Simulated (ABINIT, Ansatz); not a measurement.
## LuAs (Fm-3m): from the cell to the phonon bands

How does LuAs (Fm-3m) vibrate, and is this structure a minimum?

Method: DFT PBEsol, scalar-relativistic, plane waves, PseudoDojo norm-conserving pseudopotentials, in ABINIT 10.8.3.

### 1. Set-up

Symmetry: Fm-3m, No. 225, cubic system. Conventional cell: a = 5.676 Å, b = 5.676 Å, c = 5.676 Å, α = 90.00°, β = 90.00°, γ = 90.00°. Nearest to Lu lie 6 As at 2.84 Å. As has 6 Lu at 2.84 Å nearest. Farther neighbours are not listed.

### 2. A probe with smearing

A first run with smearing and empty bands tells whether the crystal has a gap, which decides between fixed occupations and smearing later on.

Input file probe.abi:

```
# ground state
tolvrs 1.0d-08
prtden 1
prtwf 1

# basis, mesh and filling
ecut 46.0
ngkpt 6 6 6
nshiftk 1
shiftk 0.0 0.0 0.0
istwfk *1
occopt 7
tsmear 0.005
nband 29
nstep 100
diemac 9.0
prtebands 0
prtgsr 0

# cell and atoms
acell 3*1.0 Angstrom
rprim 
    0.0 2.838190747 2.838190747
    2.838190747 0.0 2.838190747
    2.838190747 2.838190747 0.0
ntypat 2
znucl 71 33
natom 2
typat 1 2
xred 
    0.5 0.5 0.5
    0.0 0.0 0.0
pp_dirpath "./pseudo"
pseudos "Lu.upf, As.upf"
```

Started as:

```sh
> OMP_NUM_THREADS=1 mpirun -n 16 abinit probe.abi > probe.log
```

Numbers of over 12 decimals in the logs are rounded to 6 here.

probe.abo, the main output file:

```text
[banners, grids, parts of the stress and lines that vanish by symmetry left out]
- input  file    -> probe.abi
- output file    -> probe.abo
- root for input  files -> probei
[...]
Symmetries : space group Fm -3 m (#225); Bravais cF (face-center cubic)
[...]
mpw =        4645          nfft =      110592          nkpt =          16
[...]
== DATASET  1 ==================================================================
[...]
cutoff_energies: {ecut:  46.0, pawecutdg:  -1.0, }
[...]
ETOT  1  -319.94639235924    -3.199E+02 7.352E-01 1.527E+05
 ETOT  2  -294.86056873795     2.509E+01 6.966E-01 5.213E+05
 ETOT  3  -341.50426339250    -4.664E+01 6.124E-01 8.530E+04
 ETOT  4  -349.49494639148    -7.991E+00 6.000E-02 2.475E+04
 ETOT  5  -350.66560209237    -1.171E+00 2.149E-02 1.571E+04
[...]
ETOT 16  -352.49887321522    -4.289E-08 3.420E-06 2.208E-05
 ETOT 17  -352.49887321700    -1.779E-09 1.233E-05 2.620E-10
 At SCF step   17       vres2   =  2.62E-10 < tolvrs=  1.00E-08 =>converged.
[...]
sigma(1 1)=  1.12266640E-04  sigma(3 2)=  0.00000000E+00
  sigma(2 2)=  1.12266640E-04  sigma(3 1)=  0.00000000E+00
  sigma(3 3)=  1.12266640E-04  sigma(2 1)=  0.00000000E+00
[...]
convergence: {deltae: -1.779E-09, res2:  2.620E-10, residm:  1.233E-05, diffor: null, }
etotal    :  -3.52498873E+02
[...]
sigma(1 1)=  1.12266640E-04  sigma(3 2)=  0.00000000E+00
  sigma(2 2)=  1.12266640E-04  sigma(3 1)=  0.00000000E+00
  sigma(3 3)=  1.12266640E-04  sigma(2 1)=  0.00000000E+00
[...]
- sigma(1 1)=  3.30299857E+00  sigma(3 2)=  0.00000000E+00
- sigma(2 2)=  3.30299857E+00  sigma(3 1)=  0.00000000E+00
- sigma(3 3)=  3.30299857E+00  sigma(2 1)=  0.00000000E+00
[...]
fcart     -0.0000000000E+00 -0.0000000000E+00 -0.0000000000E+00
           strten      1.1226663954E-04  1.1226663954E-04  1.1226663954E-04
================================================================================

[key lines of the parts left out:]
pressure_GPa:  -3.3030E+00
```

Run time: 10 s. Hardware: 16 MPI ranks of Arm Neoverse V2, shared host; 2.7 min of CPU time.

Numbers from this step:

| Item | Value |
| --- | --- |
| volume per atom | 22.86 Å³ |
| pressure | -3.303 GPa |
| gap on the k-mesh | 0 eV |

No gap opens on this mesh, so smearing is kept; the printed pressure holds the stress of the finite basis too.

### 3. Relaxation

The harmonic expansion needs vanishing forces, and a free crystal bears no stress, so cell and atoms are brought to rest. Stress is more sensitive to the basis than forces are: the last 3 Ha under the cutoff are smoothed with ecutsm, and the cutoff is raised above that of the later runs.

Input file relax.abi:

```
# relaxation
ionmov 2
optcell 2
dilatmx 1.08
ntime 40
tolmxf 1.0d-05
tolvrs 1.0d-14
prtwf 0
prtden 0
chksymtnons 0

# basis, mesh and filling
ecut 56.0
ecutsm 3.0
ngkpt 8 8 8
nshiftk 1
shiftk 0.0 0.0 0.0
istwfk *1
occopt 7
tsmear 0.01
nband 29
nstep 100
diemac 1000000.0
prtebands 0
prtgsr 0

# cell and atoms
acell 3*1.0 Angstrom
rprim 
    0.0 2.838190747 2.838190747
    2.838190747 0.0 2.838190747
    2.838190747 2.838190747 0.0
ntypat 2
znucl 71 33
natom 2
typat 1 2
xred 
    0.5 0.5 0.5
    0.0 0.0 0.0
pp_dirpath "./pseudo"
pseudos "Lu.upf, As.upf"
```

Started as:

```sh
> OMP_NUM_THREADS=1 mpirun -n 16 abinit relax.abi > relax.log
```

relax.abo, the main output file:

```text
[banners, grids, parts of the stress and lines that vanish by symmetry left out]
- input  file    -> relax.abi
- output file    -> relax.abo
- root for input  files -> relaxi
[...]
Symmetries : space group Fm -3 m (#225); Bravais cF (face-center cubic)
[...]
mpw =        7812          nfft =      216000          nkpt =          29
[...]
== DATASET  1 ==================================================================
[...]
-    --> not optimal distribution: autoparal keyword recommended in input file <--
[...]
cutoff_energies: {ecut:  56.0, pawecutdg:  -1.0, }
[...]
ETOT  1  -320.33383389918    -3.203E+02 8.094E-01 2.926E+05
 ETOT  2  -296.83165883869     2.350E+01 1.215E+00 9.483E+05
 ETOT  3  -342.68653914844    -4.585E+01 5.895E-01 1.476E+05
 ETOT  4  -349.75735389994    -7.071E+00 6.259E-02 4.410E+04
 ETOT  5  -350.73634757278    -9.790E-01 5.006E-02 2.944E+04
[...]
At SCF step   21       vres2   =  5.61E-16 < tolvrs=  1.00E-14 =>converged.
[...]
sigma(1 1)=  9.92232348E-05  sigma(3 2)=  0.00000000E+00
  sigma(2 2)=  9.92232348E-05  sigma(3 1)=  0.00000000E+00
  sigma(3 3)=  9.92232348E-05  sigma(2 1)=  0.00000000E+00
[...]
convergence: {deltae:  7.276E-12, res2:  5.613E-16, residm:  2.670E-04, diffor: null, }
etotal    :  -3.52499472E+02
[...]
ETOT  1  -352.49352694940    -3.525E+02 6.358E-03 1.387E+02
[...]
At SCF step   12       vres2   =  4.37E-17 < tolvrs=  1.00E-14 =>converged.
[...]
sigma(1 1)=  7.62757865E-05  sigma(3 2)=  0.00000000E+00
  sigma(2 2)=  7.62757865E-05  sigma(3 1)=  0.00000000E+00
  sigma(3 3)=  7.62757865E-05  sigma(2 1)=  0.00000000E+00
[...]
convergence: {deltae:  2.922E-11, res2:  4.366E-17, residm:  1.201E-04, diffor: null, }
etotal    :  -3.52499714E+02
[...]
ETOT  1  -352.43909133913    -3.524E+02 3.721E+00 1.413E+03
[...]
At SCF step   13       vres2   =  1.18E-16 < tolvrs=  1.00E-14 =>converged.
[...]
sigma(1 1)= -3.41858011E-06  sigma(3 2)=  0.00000000E+00
  sigma(2 2)= -3.41858011E-06  sigma(3 1)=  0.00000000E+00
  sigma(3 3)= -3.41858011E-06  sigma(2 1)=  0.00000000E+00
[...]
convergence: {deltae:  2.387E-11, res2:  1.183E-16, residm:  7.704E-04, diffor: null, }
etotal    :  -3.52500038E+02
[...]
ETOT  1  -352.49992045155    -3.525E+02 8.276E-04 2.611E+00
[...]
At SCF step   11       vres2   =  3.56E-16 < tolvrs=  1.00E-14 =>converged.
[...]
sigma(1 1)=  1.05940248E-07  sigma(3 2)=  0.00000000E+00
  sigma(2 2)=  1.05940248E-07  sigma(3 1)=  0.00000000E+00
  sigma(3 3)=  1.05940248E-07  sigma(2 1)=  0.00000000E+00
[...]
convergence: {deltae:  2.592E-11, res2:  3.565E-16, residm:  2.423E-04, diffor: null, }
etotal    :  -3.52500039E+02
[...]
ETOT  1  -352.50003865612    -3.525E+02 3.034E-04 2.352E-03
[...]
ETOT  8  -352.50003876225     1.512E-11 9.660E-06 7.437E-13
 ETOT  9  -352.50003876226    -1.080E-11 3.458E-05 5.724E-15
 At SCF step    9       vres2   =  5.72E-15 < tolvrs=  1.00E-14 =>converged.
[...]
sigma(1 1)=  1.76988556E-10  sigma(3 2)=  0.00000000E+00
  sigma(2 2)=  1.76988573E-10  sigma(3 1)=  0.00000000E+00
  sigma(3 3)=  1.76988556E-10  sigma(2 1)=  0.00000000E+00
[...]
convergence: {deltae: -1.080E-11, res2:  5.724E-15, residm:  3.458E-05, diffor: null, }
etotal    :  -3.52500039E+02
[...]
At Broyd/MD step   5, gradients are converged :
[...]
sigma(1 1)=  1.76988556E-10  sigma(3 2)=  0.00000000E+00
  sigma(2 2)=  1.76988573E-10  sigma(3 1)=  0.00000000E+00
  sigma(3 3)=  1.76988556E-10  sigma(2 1)=  0.00000000E+00
[...]
- sigma(1 1)=  5.20718309E-06  sigma(3 2)=  0.00000000E+00
- sigma(2 2)=  5.20718360E-06  sigma(3 1)=  0.00000000E+00
- sigma(3 3)=  5.20718309E-06  sigma(2 1)=  0.00000000E+00
[...]
fcart     -0.0000000000E+00 -0.0000000000E+00 -0.0000000000E+00
           strten      1.7698855576E-10  1.7698857310E-10  1.7698855576E-10
================================================================================

[key lines of the parts left out:]
pressure_GPa:  -5.2072E-06
Total energy (etotal) [Ha]= -3.52500038762258E+02
```

Run time: 2 min. Hardware: 16 MPI ranks; 33 min of CPU time.

Relaxation path:

```csv
step,energy less that of the first step (eV),largest force (eV/Å),volume (Å³)
1,0.0000,0.0000,45.73
2,-0.0066,0.0000,45.32
3,-0.0154,0.0000,44.03
4,-0.0154,0.0000,44.08
5,-0.0154,0.0000,44.08
```

```csv
"conventional cell, symmetrised",before,after,change
a (Å),5.676,5.608,-1.2 %
b (Å),5.676,5.608,-1.2 %
c (Å),5.676,5.608,-1.2 %
volume (Å³/atom),22.86,22.04,-3.6 %
```

The relaxed structure:

```cif
data_structure
_symmetry_space_group_name_H-M 'P 1'
_symmetry_Int_Tables_number 1
_cell_length_a 3.9652
_cell_length_b 3.9652
_cell_length_c 3.9652
_cell_angle_alpha 60.000
_cell_angle_beta 60.000
_cell_angle_gamma 60.000
_cell_volume 44.08
loop_
_atom_site_label
_atom_site_type_symbol
_atom_site_fract_x
_atom_site_fract_y
_atom_site_fract_z
_atom_site_occupancy
Lu1 Lu 0.50000 0.50000 0.50000 1
As2 As 0.00000 0.00000 0.00000 1
```

Numbers from this step:

- volume per atom: 22.04 Å³
- pressure: -5.21e-6 GPa

The volume changes by -3.6 % in this run and stands -3.6 % from the first cell.

### 4. Self-consistent run for the response

First-order wavefunctions inherit every error of the ground state, hence the very tight tolvrs. Smearing stays on, as the first look found no gap above 0.3 eV.

Input file gs.abi:

```
# ground state
tolvrs 1.0d-16
prtden 1
prtwf 1

# basis, mesh and filling
ecut 46.0
ngkpt 8 8 8
nshiftk 1
shiftk 0.0 0.0 0.0
istwfk *1
occopt 7
tsmear 0.01
nband 29
nstep 100
diemac 1000000.0
prtebands 0
prtgsr 0

# cell and atoms
acell 3*1.0 Angstrom
rprim 
    0.0 2.8038044 2.8038044
    2.8038044 0.0 2.8038044
    2.8038044 2.8038044 0.0
ntypat 2
znucl 71 33
natom 2
typat 1 2
xred 
    0.5 0.5 0.5
    0.0 0.0 0.0
pp_dirpath "./pseudo"
pseudos "Lu.upf, As.upf"
```

Started as:

```sh
> OMP_NUM_THREADS=1 mpirun -n 16 abinit gs.abi > gs.log
```

gs.abo, the main output file:

```text
[banners, grids, parts of the stress and lines that vanish by symmetry left out]
- input  file    -> gs.abi
- output file    -> gs.abo
- root for input  files -> gsi
[...]
Symmetries : space group Fm -3 m (#225); Bravais cF (face-center cubic)
[...]
mpw =        4477          nfft =      110592          nkpt =          29
[...]
== DATASET  1 ==================================================================
[...]
-    --> not optimal distribution: autoparal keyword recommended in input file <--
[...]
cutoff_energies: {ecut:  46.0, pawecutdg:  -1.0, }
[...]
ETOT  1  -321.83824591718    -3.218E+02 7.662E-01 1.457E+05
 ETOT  2  -298.59100485837     2.325E+01 1.377E+00 4.800E+05
 ETOT  3  -343.37650864457    -4.479E+01 5.742E-01 7.178E+04
 ETOT  4  -349.96463021626    -6.588E+00 1.166E-01 2.147E+04
 ETOT  5  -350.79735020757    -8.327E-01 5.809E-02 1.498E+04
[...]
ETOT 23  -352.49985867249    -4.127E-11 3.124E-04 2.369E-14
 ETOT 24  -352.49985867247     1.285E-11 3.356E-04 9.111E-17
 At SCF step   24       vres2   =  9.11E-17 < tolvrs=  1.00E-16 =>converged.
[...]
sigma(1 1)=  1.72262733E-05  sigma(3 2)=  0.00000000E+00
  sigma(2 2)=  1.72262733E-05  sigma(3 1)=  0.00000000E+00
  sigma(3 3)=  1.72262733E-05  sigma(2 1)=  0.00000000E+00
[...]
convergence: {deltae:  1.285E-11, res2:  9.111E-17, residm:  3.356E-04, diffor: null, }
etotal    :  -3.52499859E+02
[...]
sigma(1 1)=  1.72262733E-05  sigma(3 2)=  0.00000000E+00
  sigma(2 2)=  1.72262733E-05  sigma(3 1)=  0.00000000E+00
  sigma(3 3)=  1.72262733E-05  sigma(2 1)=  0.00000000E+00
[...]
- sigma(1 1)=  5.06814457E-01  sigma(3 2)=  0.00000000E+00
- sigma(2 2)=  5.06814457E-01  sigma(3 1)=  0.00000000E+00
- sigma(3 3)=  5.06814457E-01  sigma(2 1)=  0.00000000E+00
[...]
fcart     -0.0000000000E+00 -0.0000000000E+00 -0.0000000000E+00
           strten      1.7226273263E-05  1.7226273263E-05  1.7226273263E-05
================================================================================

[key lines of the parts left out:]
pressure_GPa:  -5.0681E-01
```

The job ended after 22 s (16 MPI ranks).

Numbers from this step:

| Item | Value |
| --- | --- |
| pressure | -0.5068 GPa |

The cell stands at -0.51 GPa: the relaxation ran with a smoothed and higher cutoff, and the difference is a stress of the finite basis.

(Continued in part 2 of 4.)

[Host names and launcher messages were left out of these logs when they were recorded.]

[Logs are printed without paths, hosts, clocks, repeated set-up lines and the standing remarks that a program may print on its own settings, such as how far it seeks lower states.]

[Hosts, paths, dates, database ids (printed as entryN), source tags and the programs' standing remarks are cut or masked in the printed files.]
